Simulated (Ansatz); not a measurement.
# Cs on Ir(111): change of the work function, part 3 of 3

Aim: the work function of Ir(111) at several coverages of Cs (fcc site), and the dipole that each adsorbate carries.

Ansatz 0.2.0; plane-wave DFT, PBE, Ansatz PAW.

So far, work function, upper face (eV): step 2 (the clean slab) 5.49; step 3 (37 atoms, coverage 0.111 ML, cell 3x3) 1.98.

## Step 4: Adsorbate added, k-mesh 6×6×1, coverage 0.25 ML

System of this step: Cs/Ir(111). The cell holds 17 atoms: 16 Ir and 1 Cs. Its edges and angles: a = 5.431 Å, b = 5.431 Å, c = 28.278 Å, α = 90.0°, β = 90.0°, γ = 60.0°. Vacuum lies along c.

Another coverage, to see how the dipoles act on each other as their distance changes.

Contents of input.yaml:

```yaml
crystal:
  lattice:
    - [5.4305800796, 0.0, 0.0]
    - [2.7152900398, 4.7030203062, 0.0]
    - [0.0, 0.0, 28.2777532303]
  atoms:
    - { symbol: Ir, position: [0.0, 0.0, 0.3182713961] }
    - { symbol: Ir, position: [0.1666666667, 0.1666666667, 0.3966731353] }
    - { symbol: Ir, position: [0.3333333333, 0.3333333333, 0.4749836049] }
    - { symbol: Ir, position: [0.0, 0.0, 0.5529181457] }
    - { symbol: Ir, position: [0.0, 0.5, 0.3182713961] }
    - { symbol: Ir, position: [0.1666666667, 0.6666666667, 0.3966731353] }
    - { symbol: Ir, position: [0.3333333333, 0.8333333333, 0.4749836049] }
    - { symbol: Ir, position: [0.0, 0.5, 0.5529181457] }
    - { symbol: Ir, position: [0.5, 0.0, 0.3182713961] }
    - { symbol: Ir, position: [0.6666666667, 0.1666666667, 0.3966731353] }
    - { symbol: Ir, position: [0.8333333333, 0.3333333333, 0.4749836049] }
    - { symbol: Ir, position: [0.5, 0.0, 0.5529181457] }
    - { symbol: Ir, position: [0.5, 0.5, 0.3182713961] }
    - { symbol: Ir, position: [0.6666666667, 0.6666666667, 0.3966731353] }
    - { symbol: Ir, position: [0.8333333333, 0.8333333333, 0.4749836049] }
    - { symbol: Ir, position: [0.5, 0.5, 0.5529181457] }
    - { symbol: Cs, position: [0.1666666667, 0.1666666667, 0.6817286039] }
kpoints:
  mp_grid: { grid: [6, 6, 1] }
hamiltonian:
  xc: pbe
scf:
  occupations: { method: fermi_dirac, width: 0.1 }
  convergence: { dr2_threshold: 1.0e-08 }
efield:
  axis: 3
  dipole_correction: true
  ramp_position: 0.97
  ramp_width: 0.06
relax:
  f_tol: 0.02
  max_steps: 60
  constraints: [{ sites: [0, 1, 4, 5, 8, 9, 12, 13] }]
output:
  dos: { projected: true, e_range: [-8, 4] }
  write_potential: true
  write_density: true
  volumetric_format: npy
  elf: true
```

Launch:

```sh
ansatz run input.yaml --threads 4 --pin off --max-ram 16384MiB --backend cpu --events-out ev --progress --plain --runs-dir out
```

What it wrote:

```text
[...]
Crystal: 17 atoms, lattice volume = 722.217 Å³
Basis set: ecut = 420 eV, 14045 PW (Γ), exchange–correlation on 80×80×384 points (8 copies of the dense FFT grid, shifted against one another)
Bands: 169, of which v1, the nominal top of the filled ones, is band 141 counted from 1 (140 counted from 0)
Symmetry: 6 space group operations
[...]
k-points: 7 of 36 (time reversal used)
[...]
SCF iter   1: F=—  HF=-196630.207079 eV  |F-HF|=—  |Δ(HF+E_count)|=         —  Δρ=7.59e-3  dr2=4.61e0  ethr=1.77e-3  p=0.493 e·Å  D=1.23e-1 V/Å  ΔV_dip=-3.49 eV  dr2_dipole=6.15e-1  V_vac-E_F(+/−)=1.68/5.17 eV  ⟨swp⟩=8.3  Hψ=5166  notcnv=0  defer=8
[...]
SCF iter  13: F=-196630.121122 eV  HF=-196630.121122 eV  |F-HF|=1.05e-8  |Δ(HF+E_count)|=   2.07e-9  Δρ=4.62e-7  dr2=2.25e-9  ethr=3.56e-12  p=0.478 e·Å  D=1.20e-1 V/Å  ΔV_dip=-3.39 eV  dr2_dipole=3.98e-10  V_vac-E_F(+/−)=2.12/5.51 eV  ⟨swp⟩=16.0  Hψ=8752  notcnv=0
SCF 1 converged in 13 iterations: F = -196630.121122 eV  dr2 = 2.25e-9
[...]
relax step   1: F+E_penalty+E_count = -196630.12112224 eV  Δ(F+E_penalty+E_count) = +0.000e0 eV  max|allowed force component| = 6.344e-1 eV/Å  Δτ_max = 0.0000 Å  (13 SCF iters, accepted)
[...]
SCF iter  10: F=-196630.187344 eV  HF=-196630.187344 eV  |F-HF|=2.91e-10  |Δ(HF+E_count)|=   1.80e-8  Δρ=3.79e-7  dr2=2.96e-9  ethr=3.56e-12  p=0.488 e·Å  D=1.22e-1 V/Å  ΔV_dip=-3.46 eV  dr2_dipole=3.86e-10  V_vac-E_F(+/−)=2.05/5.51 eV  ⟨swp⟩=14.6  Hψ=8310  notcnv=0
SCF 2 converged in 10 iterations: F = -196630.187344 eV  dr2 = 2.96e-9
[...]
relax step   2: F+E_penalty+E_count = -196630.18734387 eV  Δ(F+E_penalty+E_count) = -6.622e-2 eV  max|allowed force component| = 6.003e-1 eV/Å  Δτ_max = 0.0855 Å  (10 SCF iters, accepted)
SCF iter   1: F=—  HF=-196630.300608 eV  |F-HF|=—  |Δ(HF+E_count)|=         —  Δρ=2.14e-3  dr2=3.15e-1  ethr=2.95e-3  p=0.488 e·Å  D=1.22e-1 V/Å  ΔV_dip=-3.46 eV  dr2_dipole=1.41e-2  V_vac-E_F(+/−)=2.06/5.52 eV  ⟨swp⟩=4.1  Hψ=2205  notcnv=0  defer=15
[...]
SCF iter  12: F=-196630.292166 eV  HF=-196630.292166 eV  |F-HF|=1.66e-9  |Δ(HF+E_count)|=   3.11e-9  Δρ=4.67e-7  dr2=5.02e-9  ethr=3.56e-12  p=0.513 e·Å  D=1.29e-1 V/Å  ΔV_dip=-3.64 eV  dr2_dipole=4.25e-11  V_vac-E_F(+/−)=1.87/5.51 eV  ⟨swp⟩=15.6  Hψ=8886  notcnv=0
SCF 3 converged in 12 iterations: F = -196630.292166 eV  dr2 = 5.02e-9
[...]
relax step   3: F+E_penalty+E_count = -196630.29216629 eV  Δ(F+E_penalty+E_count) = -1.048e-1 eV  max|allowed force component| = 4.420e-1 eV/Å  Δτ_max = 0.1956 Å  (12 SCF iters, accepted)
[...]
relax step   4: F+E_penalty+E_count = -196630.35179876 eV  Δ(F+E_penalty+E_count) = -5.963e-2 eV  max|allowed force component| = 1.369e-1 eV/Å  Δτ_max = 0.1947 Å  (12 SCF iters, accepted)
[...]
relax step   5: F+E_penalty+E_count = -196630.35750908 eV  Δ(F+E_penalty+E_count) = -5.710e-3 eV  max|allowed force component| = 3.772e-2 eV/Å  Δτ_max = 0.0596 Å  (10 SCF iters, accepted)
SCF iter   1: F=—  HF=-196630.356750 eV  |F-HF|=—  |Δ(HF+E_count)|=         —  Δρ=3.94e-4  dr2=1.45e-2  ethr=1.65e-6  p=0.556 e·Å  D=1.39e-1 V/Å  ΔV_dip=-3.94 eV  dr2_dipole=4.11e-3  V_vac-E_F(+/−)=1.57/5.51 eV  ⟨swp⟩=3.0  Hψ=2344  notcnv=0  defer=22
[...]
SCF iter   9: F=-196630.357894 eV  HF=-196630.357894 eV  |F-HF|=1.11e-9  |Δ(HF+E_count)|=   1.84e-8  Δρ=3.75e-7  dr2=6.38e-9  ethr=3.56e-12  p=0.559 e·Å  D=1.40e-1 V/Å  ΔV_dip=-3.96 eV  dr2_dipole=1.64e-10  V_vac-E_F(+/−)=1.55/5.51 eV  ⟨swp⟩=14.1  Hψ=8779  notcnv=0
SCF 6 converged in 9 iterations: F = -196630.357894 eV  dr2 = 6.38e-9
relax step   6: F+E_penalty+E_count = -196630.35789412 eV  Δ(F+E_penalty+E_count) = -3.850e-4 eV  max|allowed force component| = 1.016e-2 eV/Å  Δτ_max = 0.0165 Å  (9 SCF iters, accepted)
[...]
SCF converged after 9 iterations
Free energy (F): -196630.357894 eV
[...]
Internal energy: -196629.769385 eV  (E = F + TS)
E sigma→0 (E₀):  -196630.063639 eV
Entropy (-TS):   -0.588510 eV (-34.618 meV/atom)
Fermi energy:    6.413107 eV
Dipole field:    D = 0.140161 V/Å  (p = 0.559415 e·Å, saw-weighted, corrected)
Work function:   Φ+ = 1.5455 eV   Φ− = 5.5091 eV
[...]
--- Forces (eV/Å), atoms counted from 1 ---
  atom   1  Ir     0.00342549     0.00197770     0.17005764
  atom   2  Ir    -0.00000000    -0.00000000    -0.11551330
  atom   3  Ir     0.00163094     0.00094162     0.00139263
  atom   4  Ir    -0.00324036    -0.00187082    -0.00841242
  atom   5  Ir     0.00000000    -0.00395541     0.17005764
  atom   6  Ir     0.02787333    -0.01609268    -0.18431394
  atom   7  Ir    -0.00000000    -0.00188325     0.00139263
  atom   8  Ir    -0.00000000     0.00374164    -0.00841242
  atom   9  Ir    -0.00342549     0.00197770     0.17005764
  atom  10  Ir    -0.00000000     0.03218535    -0.18431394
  atom  11  Ir    -0.00163094     0.00094162     0.00139263
  atom  12  Ir     0.00324036    -0.00187082    -0.00841242
  atom  13  Ir     0.00000000    -0.00000000     0.17010698
  atom  14  Ir    -0.02787333    -0.01609268    -0.18431394
  atom  15  Ir     0.00000000     0.00000000    -0.00280573
  atom  16  Ir     0.00000000     0.00000000     0.00185234
  atom  17  Cs     0.00000000    -0.00000000     0.01016196
  max |Σ_I F_I| component: 2.60e-5 eV/Å
--- Band table (eV; the first three rows and the last of 7) ---
  k-point 0: bands = [... 137 lower, 7.0395, 7.0395, 7.0488, 7.1774, 7.1774, 7.3956, 7.3956, 7.4015, ... 24 higher]
  k-point 1: bands = [... 137 lower, 6.6601, 6.7179, 6.8142, 6.8389, 6.9045, 6.9427, 6.9484, 7.0260, ... 24 higher]
  k-point 2: bands = [... 137 lower, 5.8941, 5.8964, 6.1568, 6.3396, 6.4146, 6.5068, 6.5763, 6.5947, ... 24 higher]
  k-point 6: bands = [... 137 lower, 5.9921, 6.1338, 6.1343, 6.1516, 6.1610, 6.4854, 6.5208, 6.5471, ... 24 higher]
--- Relaxed structure (6 steps of the walk, 6 accepted, 0 SCFs on fresh bases) ---
  F+E_penalty+E_count = -196630.35789412 eV   max|allowed force component| = 1.016e-2 eV/Å
  atoms:
    - { symbol: Ir, position: [-1.795949e-17, -1.795949e-17, 0.318271] }
    - { symbol: Ir, position: [0.166667, 0.166667, 0.396673] }
    - { symbol: Ir, position: [0.333377, 0.333377, 0.475412] }
    - { symbol: Ir, position: [-0.00127391, -0.00127391, 0.553262] }
    - { symbol: Ir, position: [2.775558e-17, 0.500000, 0.318271] }
    - { symbol: Ir, position: [0.166667, 0.666667, 0.396673] }
    - { symbol: Ir, position: [0.333377, 0.833246, 0.475412] }
    - { symbol: Ir, position: [-0.00127391, 0.502548, 0.553262] }
    - { symbol: Ir, position: [0.500000, -1.795949e-17, 0.318271] }
    - { symbol: Ir, position: [0.666667, 0.166667, 0.396673] }
    - { symbol: Ir, position: [0.833246, 0.333377, 0.475412] }
    - { symbol: Ir, position: [0.502548, -0.00127391, 0.553262] }
    - { symbol: Ir, position: [0.5, 0.500000, 0.318271] }
    - { symbol: Ir, position: [0.666667, 0.666667, 0.396673] }
    - { symbol: Ir, position: [0.833333, 0.833333, 0.474521] }
    - { symbol: Ir, position: [0.5, 0.500000, 0.554192] }
    - { symbol: Cs, position: [0.166667, 0.166667, 0.662213] }
```

Elapsed: 3 min, on 4 threads of Arm Neoverse V1, shared host; peak memory 2.9 GiB; 12 min of CPU time.

Step by step:

| step | energy less that of the first step (eV) | largest force component (eV/Å) |
| --- | --- | --- |
| 1 | 0.0000 | 0.6344 |
| 2 | -0.0662 | 0.6003 |
| 3 | -0.1710 | 0.4420 |
| 4 | -0.2307 | 0.1369 |
| 5 | -0.2364 | 0.0377 |
| 6 | -0.2368 | 0.0102 |

Forces are held to the 6 operations that the program found; a distortion that breaks them can't arise in this run.

The atoms that moved most (Å):

| atom | dx | dy | dz | length |
| --- | --- | --- | --- | --- |
| Cs17 | 0.000 | 0.000 | -0.552 | 0.552 |
| Ir16 | 0.000 | 0.000 | 0.036 | 0.036 |
| Ir4 | -0.010 | -0.006 | 0.010 | 0.015 |
| Ir12 | 0.010 | -0.006 | 0.010 | 0.015 |
| Ir8 | 0.000 | 0.012 | 0.010 | 0.015 |
| Ir15 | 0.000 | 0.000 | -0.013 | 0.013 |
| Ir7 | 0.000 | 0.000 | 0.012 | 0.012 |
| Ir3 | 0.000 | 0.000 | 0.012 | 0.012 |

The relaxed structure:

```xyz
17
Lattice="5.4306 0.0000 0.0000 2.7153 4.7030 0.0000 0.0000 0.0000 28.2778" Properties=species:S:1:pos:R:3
Ir    0.0000    0.0000    9.0000
Ir    1.3576    0.7838   11.2170
Ir    2.7156    1.5679   13.4436
Ir   -0.0104   -0.0060   15.6450
Ir    1.3576    2.3515    9.0000
Ir    2.7153    3.1353   11.2170
Ir    4.0729    3.9188   13.4436
Ir    1.3576    2.3635   15.6450
Ir    2.7153    0.0000    9.0000
Ir    4.0729    0.7838   11.2170
Ir    5.4302    1.5679   13.4436
Ir    2.7257   -0.0060   15.6450
Ir    4.0729    2.3515    9.0000
Ir    5.4306    3.1353   11.2170
Ir    6.7882    3.9192   13.4184
Ir    4.0729    2.3515   15.6713
Cs    1.3576    0.7838   18.7259
```

This step gave:

```yaml
energy_at_zero_smearing: -196630.0636 eV
work_function_upper_face: 1.545 eV
work_function_lower_face: 5.509 eV
dipole_along_the_normal: 0.5594 e·Å
step_between_the_vacuum_levels: -3.964 eV
```

Running mean over 2.217 Å of the planar mean; the ramp of the sawtooth is left out. Electron's electrostatic potential energy less the Fermi level against z:

| z (Å) | electron's electrostatic potential energy less the Fermi level (eV) |
| --- | --- |
| 4 | 5.51 |
| 5 | 5.50 |
| 6 | 5.43 |
| 7 | 4.27 |
| 8 | -5.49 |
| 9 | -12.7 |
| 10 | -13.3 |
| 11 | -13.5 |
| 12 | -13.5 |
| 13 | -13.5 |
| 14 | -13.5 |
| 15 | -13.3 |
| 16 | -11.9 |
| 17 | -2.68 |
| 18 | -0.485 |
| 19 | -2.14 |
| 20 | -0.612 |
| 21 | 1.02 |
| 22 | 1.38 |
| 23 | 1.49 |
| 24 | 1.53 |
| 25 | 1.54 |

The density of states has structure finer than the step of the table below, so its rows give means over 0.5 eV. Peaks (eV: height): -4.33: 46.4, -3.58: 35.2, -3.40: 62.0, -3.10: 49.7, -2.05: 38.8, -1.98: 47.4, 0.54: 35.0.

Table of density of states by energy, zero at the Fermi level; means over each step:

| energy (eV) | density of states (states/eV a cell) |
| --- | --- |
| -7.5 | 8.98 |
| -7.0 | 12.8 |
| -6.5 | 18.2 |
| -6.0 | 17.6 |
| -5.5 | 14.6 |
| -5.0 | 15.8 |
| -4.5 | 16.6 |
| -4.0 | 21.4 |
| -3.5 | 27.8 |
| -3.0 | 27.6 |
| -2.5 | 15.4 |
| -2.0 | 23.7 |
| -1.5 | 14.6 |
| -1.0 | 21.6 |
| -0.5 | 20.0 |
| 0.0 | 18.8 |
| 0.5 | 22.7 |
| 1.0 | 19.0 |
| 1.5 | 10.7 |

Projected DOS per atom over height of the atomic layer and energy from the Fermi level. Layers: Ir4 Ir4 Ir4 Ir4 Cs from below.

Ten even steps from '_' (0.01 states/eV) to '@' (2.29 states/eV), each cell a mean:
```
..____....
--------::
==****==::
****++++::
++----++..
**====**__
**====**__
++----==__
**====**__
++----++__
##----##__
@@****@@__
********__
==++++==__
--++++--__
--====--__
--==----__
--++++--__
--****==__
..++++::__
..====..__
__....____
```
Columns: height of the atomic layer (Å) from 9 to 18.7 (not evenly spaced); rows upwards: energy from the Fermi level (eV) from -7.96 to 1.95.

Valence density in the ca plane at fractional y = 0.167, with atoms of Ir and Cs within 0.2 Å of it. It is the smooth field of the valence electrons, not physical close to the nuclei.

Ten steps, logarithmic in the rise over the least value, from '0' (0.0 e/Å³) to '9' (8.8 e/Å³), each cell a mean:
```
65333443335665445665321123332100000000000000
64333443335665434665321001111000000000000000
44345775434554333454321000000000000000000000
33358998533333223333211000000000000000000000
33368998533332222333211000000000000000000000
33358997533333223333211000000000000000000000
54345665334554334554321000000000000000000000
65333443335665445665321111111000000000000000
64333443335665434665321123433100000000000000
44345775434554333444321245554310000000000000
33358998533333223333212355455421000000000000
33368998533332222333212354135421000000000000
33358997533333223333222355455420000000000000
54345665334554334554321245554310000000000000
```
Columns run along c (16.0 Å, from fractional 0.33 to 0.89 of the cell), rows up along a (5.4 Å). Atoms in or near the plane, at fractional coordinates: Ir at (0.40, 0.17), Ir at (0.40, 0.67), Cs at (0.66, 0.17).

Electrostatic potential energy in the ca plane at fractional y = 0.167, with atoms of Ir and Cs within 0.2 Å of it. With pseudopotentials it is smooth inside the atoms' cores, unlike the true potential.

Ten even steps from '0' (-44 eV) to '9' (10 eV), each cell a mean:
```
46898888986335887436899988778999999999999999
47898888986436887446899999999999999999999999
78885225888667998778999999999999999999999999
89850001689889999999999999999999999999999999
99840000589999999999999999999999999999999999
89861001689889999889999999999999999999999999
68886336888667898667999999999999999999999999
46898888986335887436899999999999999999999999
47898888986436887446899987778999999999999999
78885225888667998778999864445899999999999999
89850001689889999999999754544689999999999999
99840000589999999999999744554689999999999999
89861001689889999889999754444689999999999999
68886336888667898667999875446899999999999999
```
Columns run along c (16.0 Å, from fractional 0.33 to 0.89 of the cell; values clipped at the 3rd and 97th percentile), rows up along a (5.4 Å). Atoms in or near the plane, at fractional coordinates: Ir at (0.40, 0.17), Ir at (0.40, 0.67), Cs at (0.66, 0.17).

ELF in the ca plane at fractional y = 0.167, with atoms of Ir and Cs within 0.2 Å of it. It is the smooth field of the valence electrons, not physical close to the nuclei.

Values, 8 rows by 16 columns, each cell a mean:
```
0.35 0.28 0.31 0.30 0.42 0.31 0.40 0.31 0.16 0.60 0.54 0.11 0.03 0.06 0.04 0.01
0.29 0.38 0.47 0.30 0.31 0.25 0.30 0.30 0.15 0.07 0.07 0.02 0.04 0.06 0.04 0.01
0.30 0.49 0.55 0.29 0.28 0.18 0.32 0.33 0.18 0.02 0.01 0.02 0.06 0.07 0.04 0.01
0.29 0.39 0.48 0.30 0.30 0.25 0.31 0.30 0.15 0.05 0.05 0.02 0.05 0.07 0.04 0.01
0.35 0.28 0.31 0.30 0.42 0.31 0.40 0.31 0.15 0.58 0.53 0.10 0.03 0.06 0.04 0.01
0.29 0.38 0.47 0.30 0.31 0.26 0.30 0.28 0.39 0.78 0.82 0.31 0.04 0.05 0.04 0.02
0.30 0.49 0.55 0.29 0.28 0.18 0.32 0.29 0.53 0.26 0.73 0.42 0.04 0.05 0.04 0.02
0.29 0.39 0.48 0.30 0.30 0.25 0.30 0.28 0.41 0.75 0.82 0.32 0.04 0.05 0.04 0.02
```
Columns run along c (16.0 Å, from fractional 0.33 to 0.89 of the cell), rows up along a (5.4 Å). Atoms in or near the plane, at fractional coordinates: Ir at (0.40, 0.17), Ir at (0.40, 0.67), Cs at (0.66, 0.17).

The relaxation took 6 steps and lowered the energy by 0.24 eV; the largest force on the free atoms ends at 0.010 eV/Å.

By hand: a sheet of dipoles makes a step −p/(ε₀A) in the electron's potential. With e/ε₀ = 180.95 V·Å, p = 0.5594 e·Å and A = 25.54 Å², that is −180.95 × (0.5594) / 25.54 = -3.963 eV, and the two vacuum levels of the run differ by -3.964 eV.

The covered face has 1.55 eV, -3.94 eV against the clean one; the bare back face has moved by +0.02 eV, a measure of how thin the slab is.

## Step 5: Work function against coverage

This step: plane-wave DFT, PBE, Ansatz PAW; work function against coverage (Ansatz 0.2.0).

The runs are now put side by side.

This step gave:

```yaml
work_function_of_the_clean_face: 5.486 eV
largest_change_of_the_work_function: -3.941 eV
```

Work function of the covered face against coverage:

| coverage (adsorbates/nm²) | work function of the covered face (eV) |
| --- | --- |
| 0.00 | 5.49 |
| 1.74 | 1.98 |
| 3.92 | 1.55 |

The dipole per adsorbate comes from the change of the cell's dipole. Coverage, by row:

| coverage (1/nm²) | coverage (ML) | work function (eV) | change (eV) | dipole per adsorbate, positive end outwards (debye) | mean height of the added atoms over the highest substrate atom (Å) |
| --- | --- | --- | --- | --- | --- |
| 1.74 | 0.1111 | 1.979 | -3.507 | 5.36 | 3.154 |
| 3.915 | 0.25 | 1.545 | -3.941 | 2.682 | 3.055 |

## Step 6: Outcome

| Property | Result |
| --- | --- |
| work function of the clean face | 5.49 eV |
| work function at 0.11 ML | 1.98 eV |
| work function at 0.25 ML | 1.55 eV |
| dipole per adsorbate at 0.11 ML, positive end outwards | 5.36 D |

**Reading.** Cs lowers the work function of Ir(111) at the lowest coverage, by 3.51 eV: the adsorbate layer has its positive end outwards. The slab has 4 layers, at the tabulated experimental lattice constant, one starting site was run, and quantum-size effects of a slab this thin can reach one or two tenths of an eV.

[Long decimals in the printed logs are rounded to 6 places.]

[Logs are printed without paths, hosts, clocks, repeated set-up lines and the standing remarks that a program may print on its own settings, such as how far it seeks lower states.]

[Hosts, paths, dates, database ids (printed as entryN), source tags and the programs' standing remarks are cut or masked in the printed files.]

[Maps of the electrostatic potential energy from Ansatz leave out the sawtooth potential of an applied field or a dipole correction, so their vacuum need not be flat; planar profiles and work functions include it.]

[The density of states shown here was stored with 400 of the rows of the run's finer table, so its peaks can read low, often by over a quarter, or be missed, and its means over a window can be off by a tenth or more.]
